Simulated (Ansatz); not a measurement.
# 1T-SrBrI monolayer in a perpendicular field

Wanted: the out-of-plane response of the 1T-SrBrI monolayer. A positive field points along +c.

Method: plane-wave DFT, PBE-D3(BJ), Ansatz PAW, in Ansatz 0.2.0.

This is a report of a sequence of runs, with most program output left out.

### Step 1. Starting point

The cell holds 3 atoms: 1 I, 1 Sr and 1 Br. Its edges and angles: a = 4.390 Å, b = 4.390 Å, c = 38.590 Å, α = 90.0°, β = 90.0°, γ = 120.0°. Vacuum lies along c.

### Step 2. Relaxation

The starting cell is a guess, so the in-plane lattice and the atoms are relaxed first, with the slab cut off from its images along the normal.

File input.yaml:

```yaml
crystal:
  lattice:
    - [4.390315, 0.0, 0.0]
    - [-2.1951575, 3.8021243206, 0.0]
    - [0.0, 0.0, 38.5904707205]
  atoms:
    - { symbol: I, position: [0.6666666667, 0.3333333333, 0.4508885141] }
    - { symbol: Sr, position: [0.0, 0.0, 0.5041143099] }
    - { symbol: Br, position: [0.3333333333, 0.6666666667, 0.5491114859] }
  periodic: [true, true, false]
kpoints:
  mp_grid: { grid: [12, 12, 1] }
hamiltonian:
  xc: pbe
  dispersion: d3bj
scf:
  occupations: { method: fermi_dirac, width: 0.05 }
  convergence: { dr2_threshold: 1.0e-09 }
relax:
  f_tol: 0.004
  max_steps: 90
  cell: {}
output:
  write_potential: true
  write_density: true
  volumetric_format: npy
```

Started as:

```sh
$ ansatz run input.yaml --threads 2 --pin off --max-ram 3072MiB --backend cpu --events-out ev --progress --plain --runs-dir out
```

It took 83 s on 2 threads of AMD EPYC 7R43, shared host; peak memory 0.92 GiB.

Step by step:

```csv
step,energy less that of the first step (eV),largest force component (eV/Å),volume (Å³)
1,0.0000,0.2825,644.17
2,-0.0493,0.0671,664.80
3,-0.0672,0.0929,683.29
4,-0.0800,0.0394,710.78
5,-0.0804,0.0099,713.72
6,-0.0804,0.0109,714.03
7,-0.0804,0.0002,714.14
8*,-0.0810,0.0002,714.14
```

Relaxation steps marked * repeat the geometry before them on a plane-wave basis chosen anew for their cell, so energy and pressure can jump there.

The run keeps the 6 symmetry operations that it works with, so distortions that break them were not tested.

```csv
cell as run,before,after,change
a (Å),4.390,4.623,+5.3 %
b (Å),4.390,4.623,+5.3 %
```

The atoms that moved most (Å, along periodic axes as changes of fractional coordinates times the final cell, across vacuum about the mean position):

```csv
atom,dx,dy,dz,length
Br3,0.000,0.000,-0.197,0.197
I1,0.000,0.000,0.181,0.181
Sr2,0.000,0.000,0.016,0.016
```

Final coordinates:

```xyz
3
Lattice="4.6226 0.0000 0.0000 -2.3113 4.0033 0.0000 0.0000 0.0000 38.5905" Properties=species:S:1:pos:R:3
I     2.3113    1.3344   17.5806
Sr    0.0000    0.0000   19.4702
Br    0.0000    2.6689   20.9937
```

Numbers from this step:

```
gap on the k-mesh : 4.442 eV
```

The lattice constant a goes from 4.390 to 4.623 Å.

### Step 3. Atoms held, field 0

A sawtooth potential applies the field, turning back in the middle of the vacuum. With the dipole correction the typed value is the field outside the slab. The induced dipole is small, so the SCF threshold is tight.

The cell differs from the one that the last finished run ended in (c 38.590 → 21.413 Å).

File input.yaml:

```yaml
crystal:
  lattice:
    - [4.6226147812, 0.0, 0.0]
    - [-2.3113073906, 4.0033018325, 0.0]
    - [0.0, 0.0, 21.4131146075]
  atoms:
    - { symbol: I, position: [0.6666666667, 0.3333333333, 0.4203031724] }
    - { symbol: Sr, position: [0.0, 0.0, 0.508549828] }
    - { symbol: Br, position: [0.3333333333, 0.6666666667, 0.5796968276] }
kpoints:
  mp_grid: { grid: [12, 12, 1] }
  band_path:
    path: [[0, 0, 0], [0.5, 0, 0], [0.33333333, 0.33333333, 0], [0, 0, 0]]
    npoints: 16
hamiltonian:
  xc: pbe
  dispersion: d3bj
scf:
  occupations: { method: fermi_dirac, width: 0.02585 }
  convergence: { dr2_threshold: 1.0e-10 }
efield:
  axis: 3
  dipole_correction: true
  ramp_position: 0.97
  ramp_width: 0.06
  amplitude: 0
output:
  dos: { projected: true, e_range: [-6, 5] }
  write_potential: true
  write_density: true
  volumetric_format: npy
  elf: true
```

The job ended after 13 s (2 threads; peak memory 0.68 GiB).

This step gave:

```yaml
dipole_along_the_normal: 0.03088 e·Å
gap_along_the_path: 4.442 eV
smallest_direct_gap_along_the_path: 4.503 eV
step_between_the_vacuum_levels: -0.3020 eV
ionisation_energy_upper_face: 6.690 eV
electron_affinity_upper_face: 2.248 eV
ionisation_energy_lower_face: 6.992 eV
gap_the_smaller_of_path_and_mesh: 4.442 eV
```

Running mean over a fixed 2.5 Å (it still follows the layers) of the planar mean; the ramp of the sawtooth is left out. Table of electron's electrostatic potential energy less the Fermi level by z:

```csv
z (Å),electron's electrostatic potential energy less the Fermi level (eV)
2.97,4.77
3.42,4.77
3.87,4.77
4.16,4.77
4.61,4.77
5.06,4.77
5.50,4.76
5.95,4.74
6.25,4.70
6.69,4.51
7.14,3.88
7.58,2.94
8.03,1.95
8.48,0.772
8.77,0.0221
9.22,-1.33
9.67,-3.35
10.11,-4.92
10.56,-5.54
10.86,-5.92
11.30,-6.66
11.75,-6.56
12.19,-4.44
12.64,-2.09
12.94,-1.05
13.38,0.563
13.83,2.45
14.28,3.84
14.72,4.32
15.17,4.43
15.46,4.45
15.91,4.47
16.36,4.47
16.80,4.47
17.25,4.47
17.55,4.47
17.99,4.47
18.44,4.47
```

The density of states has structure finer than the step of the table below, so its rows give means over 0.25 eV, whole bins alone (the curve runs from -6 to 2.99 eV). Peaks (eV: height): -4.130: 8.78, -3.770: 25.0, -3.600: 72.2, -3.110: 24.3, -2.690: 14.6.

Density of states against energy, zero at the Fermi level of the run, which the smearing sets inside the gap; means over each step:

energy (eV), density of states (states/eV a cell) and a bar:
```
    -4.50        0.0 
    -4.25        4.0 ###########
    -4.00        3.5 #########
    -3.75       11.2 ##############################
    -3.50        9.9 ###########################
    -3.25        2.9 ########
    -3.00        5.1 ##############
    -2.75        7.7 #####################
    -2.50        7.4 ####################
    -2.25        1.5 ####
    -2.00        0.0 
    -1.75        0.0 
    -1.50        0.0 
    -1.25        0.0 
    -1.00        0.0 
    -0.75        0.0 
    -0.50        0.0 
    -0.25        0.0 
     0.00        0.0 
     0.25        0.0 
     0.50        0.0 
     0.75        0.0 
     1.00        0.0 
     1.25        0.0 
     1.50        0.0 
     1.75        0.0 
     2.00        0.0 
     2.25        1.1 ###
     2.50        2.9 ########
     2.75        3.1 ########
```

Projected DOS per atom over height of the atomic layer and energy from the Fermi level. Layers: I Sr Br from below.

Ten even steps from '_' (0.0 states/eV) to '@' (8.5 states/eV), each cell a mean:
```
______
______
______
______
______
______
______
______
______
______
______
______
______
##__..
==____
______
..__@@
____==
______
______
______
______
```
Columns: height of the atomic layer (Å) from 9 to 12.4 (not evenly spaced); rows upwards: energy from the Fermi level (eV) from -5.96 to 2.95.

Electronic bands along the path, in eV, zero at the Fermi level of the run, which the smearing sets inside the gap:

```csv
point,band 14,band 15,band 16,band 17,band 18,band 19,band 20,band 21
Γ,-3.60,-2.66,-2.22,-2.22,2.28,3.13,3.13,3.30
halfway,-3.59,-2.96,-2.54,-2.41,2.53,3.31,3.67,3.76
M,-3.60,-3.17,-2.71,-2.56,2.22,4.02,4.20,4.52
halfway,-3.63,-3.13,-2.80,-2.70,2.62,3.80,4.02,4.71
K,-3.62,-3.08,-2.99,-2.74,3.33,3.42,3.68,4.67
halfway,-3.62,-3.02,-2.56,-2.53,2.82,3.16,3.53,4.01
Γ,-3.60,-2.66,-2.22,-2.22,2.28,3.13,3.13,3.30
```

Electrostatic potential energy in the ca plane at fractional y = 0.000, with atoms of Sr within 0.2 Å of it. With pseudopotentials it is smooth inside the atoms' cores, unlike the true potential.

Ten even steps from '0' (-29 eV) to '9' (3 eV), each cell a mean:
```
99999999999999987500001688999999999999999999
99999999999999998630014789999999999999999999
99999999999999998865557889999999999999999999
99999999999999999888788899999999999999999999
99999999999999888998889999999999999999999999
99999999999999888999999999999999999999999999
99999999999999888999999999999999999999999999
99999999999999988888888999999999999999999999
99999999999999998877678899999999999999999999
99999999999999998752136789999999999999999999
99999999999999987510002689999999999999999999
99999999999999987400000588999999999999999999
```
Columns run along c (16.0 Å, from fractional 0.17 to 0.92 of the cell; values clipped at the 3rd and 97th percentile), rows up along a (4.6 Å). Atoms in or near the plane, at fractional coordinates: Sr at (0.51, 0.00).

Valence density in the ca plane at fractional y = 0.000, with atoms of Sr within 0.2 Å of it. It is the smooth field of the valence electrons, not physical close to the nuclei.

Values in e/Å³, 7 rows by 16 columns, each cell a mean:
```
0.0 0.0 0.0 0.0 0.0 0.0 0.0 0.0 1.3 1.9 0.2 0.0 0.0 0.0 0.0 0.0
0.0 0.0 0.0 0.0 0.0 0.0 0.0 0.1 0.2 0.4 0.1 0.0 0.0 0.0 0.0 0.0
0.0 0.0 0.0 0.0 0.0 0.0 0.1 0.2 0.1 0.1 0.1 0.1 0.0 0.0 0.0 0.0
0.0 0.0 0.0 0.0 0.0 0.0 0.1 0.2 0.1 0.1 0.2 0.1 0.0 0.0 0.0 0.0
0.0 0.0 0.0 0.0 0.0 0.0 0.1 0.1 0.1 0.1 0.1 0.0 0.0 0.0 0.0 0.0
0.0 0.0 0.0 0.0 0.0 0.0 0.0 0.1 0.5 0.8 0.1 0.0 0.0 0.0 0.0 0.0
0.0 0.0 0.0 0.0 0.0 0.0 0.0 0.1 1.5 2.0 0.2 0.0 0.0 0.0 0.0 0.0
```
Columns run along c (16.0 Å, from fractional 0.09 to 0.84 of the cell), rows up along a (4.6 Å). Atoms in or near the plane, at fractional coordinates: Sr at (0.51, 0.00).

ELF in the ca plane at fractional y = 0.000, with atoms of Sr within 0.2 Å of it. It is the smooth field of the valence electrons, not physical close to the nuclei.

Ten even steps from '0' (0.00) to '9' (0.85), each cell a mean:
```
00000000000000000000017964994000000000000000
00000000000000000001003899961000000000000000
00000000000000001244411266410122100000000000
00000000000000023577763000014664310000000000
00000000000000135788886300257876421000000000
00000000000000246888887410368887531000000000
00000000000000246788887310368887531000000000
00000000000000125688875100136775421000000000
00000000000000012456641122101343210000000000
00000000000000000122201699830010000000000000
00000000000000000000005998983000000000000000
00000000000000000000018931895000000000000000
```
Columns run along c (16.0 Å, from fractional 0.09 to 0.84 of the cell), rows up along a (4.6 Å). Atoms in or near the plane, at fractional coordinates: Sr at (0.51, 0.00).

The gap is 4.44 eV, with the valence edge 6.69 eV and the conduction edge 2.25 eV under the upper vacuum level. Spin-orbit coupling, left out in this run, matters for the bands of elements this heavy.

### Step 4. Single point, field 0.1 V/Å

Changes to input.yaml since step 3:

```diff
@@ -25,5 +25,4 @@
   ramp_width: 0.06
-  amplitude: 0
+  amplitude: 0.1
 output:
-  dos: { projected: true, e_range: [-6, 5] }
   write_potential: true
@@ -31,2 +30 @@
   volumetric_format: npy
-  elf: true
```

The job ended after 13 s (2 threads; peak memory 0.64 GiB; 26 s of CPU time).

The dipole is 0.0779 e·Å, 0.0470 e·Å from its value without field, and the gap 4.475 eV.

### Step 5. Atoms held, field -0.1 V/Å

Changes to input.yaml since step 4:

```diff
@@ -25,3 +25,3 @@
   ramp_width: 0.06
-  amplitude: 0.1
+  amplitude: -0.1
 output:
```

Elapsed: 14 s, on 2 threads; peak memory 0.63 GiB; 27 s of CPU time.

The dipole is -0.0161 e·Å, -0.0470 e·Å from its value without field, and the gap 4.408 eV.

### Step 6. Response, atoms held

This step: plane-wave DFT, PBE-D3(BJ), Ansatz PAW; response to a field along the normal, atoms held (Ansatz 0.2.0).

The dipoles give the slope, and the difference of two potentials shows where the field is screened.

Numbers from this step:

| Quantity | Value |
| --- | --- |
| equivalent conductor thickness p/(ε₀AE) | 4.598 Å |
| distance between the outer atoms | 3.413 Å |

Table of dipole of the cell by applied field:

```csv
applied field (V/Å),dipole of the cell (e·Å)
-0.1000,-0.0161
0.0000,0.0309
0.1000,0.0779
```

Local field over the applied field, running mean. From the potentials at -0.1 and 0.1 V/Å; running mean over 2.5 Å. Local field over applied field against z:

```csv
z (Å),local field over applied field
4.01,1.000
4.31,0.999
4.76,0.998
5.06,0.996
5.50,0.988
5.80,0.977
6.25,0.943
6.54,0.902
6.84,0.840
7.29,0.716
7.58,0.621
8.03,0.473
8.33,0.380
8.77,0.268
9.07,0.221
9.37,0.203
9.81,0.211
10.11,0.227
10.56,0.250
10.86,0.261
11.30,0.272
11.60,0.276
12.04,0.291
12.34,0.322
12.64,0.374
13.09,0.484
13.38,0.569
13.83,0.701
14.13,0.784
14.57,0.888
14.87,0.934
15.17,0.964
15.61,0.986
15.91,0.993
16.36,0.998
16.65,0.999
17.10,1.000
17.40,1.000
```

Electrons, planar mean, per unit field. Table of induced electron density by z:

z (Å), induced electron density (e/Å³ per V/Å) and a bar from the least value:
```
      4.5    0.00000 ##############
      5.0    0.00002 ##############
      5.5    0.00005 ###############
      6.0    0.00016 ###############
      6.5    0.00046 #################
      7.0    0.00121 ####################
      7.5    0.00256 ###########################
      8.0    0.00322 ##############################
      8.5    0.00153 ######################
      9.0    0.00054 #################
      9.5   -0.00035 #############
     10.0   -0.00132 ########
     10.5   -0.00078 ###########
     11.0    0.00039 ################
     11.5    0.00086 ###################
     12.0    0.00001 ##############
     12.5   -0.00065 ###########
     13.0   -0.00218 ####
     13.5   -0.00298 
     14.0   -0.00170 ######
     14.5   -0.00069 ###########
     15.0   -0.00024 #############
     15.5   -0.00008 ##############
     16.0   -0.00002 ##############
     16.5   -0.00001 ##############
     17.0    0.00000 ##############
```

The smaller of the gaps on the path and on the k-mesh, counted as 0 under 0.03 eV; in a wide-gap layer a fall can come from a state in the tilted vacuum. The gap by applied field:

```csv
applied field (V/Å),gap (eV)
-0.1000,4.41
0.0000,4.44
0.1000,4.47
```

By hand: between -0.1 and 0.1 V/Å the dipole changes by 0.09404 e·Å, a slope of 0.4702 e·Å²/V. A perfect conductor of thickness t has p = ε₀AEt, so t = 180.95 × 0.4702 / 18.506 = 4.60 Å (e/ε₀ = 180.95 V·Å, A in Å²).

The induced dipole is that of a conductor 4.60 Å thick.

### Step 7. Summary of results

| Property | Result |
| --- | --- |
| gap without field | 4.44 eV |
| ionisation energy, upper face | 6.69 eV |
| electron affinity, upper face | 2.25 eV |
| step between the vacuum levels | -0.302 eV |
| equivalent conductor thickness, atoms held | 4.60 Å |

The induced dipole equals that of a perfect conductor 4.60 Å thick, while the outer atoms lie 3.41 Å apart; an out-of-plane ε follows only once a thickness t is chosen, by 1 − 1/ε = 4.60 Å / t. The two faces differ: the vacuum level above lies 0.30 eV lower than the one below. The gap goes from 4.44 eV to 4.41 eV at -0.1 V/Å. Semilocal functionals give gaps that are too small, and excitons are not included. Spin-orbit coupling is left out, which matters for the bands of elements this heavy.

[Logs are printed without paths, hosts, clocks, repeated set-up lines and the standing remarks that a program may print on its own settings, such as how far it seeks lower states.]

[Hosts, paths, dates, database ids (printed as entryN), source tags and the programs' standing remarks are cut or masked in the printed files.]

[Maps of the electrostatic potential energy from Ansatz leave out the sawtooth potential of an applied field or a dipole correction, so their vacuum need not be flat; planar profiles and work functions include it.]

[The density of states shown here was stored with 400 of the rows of the run's finer table, so its peaks can read low, often by over a quarter, or be missed, and its means over a window can be off by a tenth or more.]
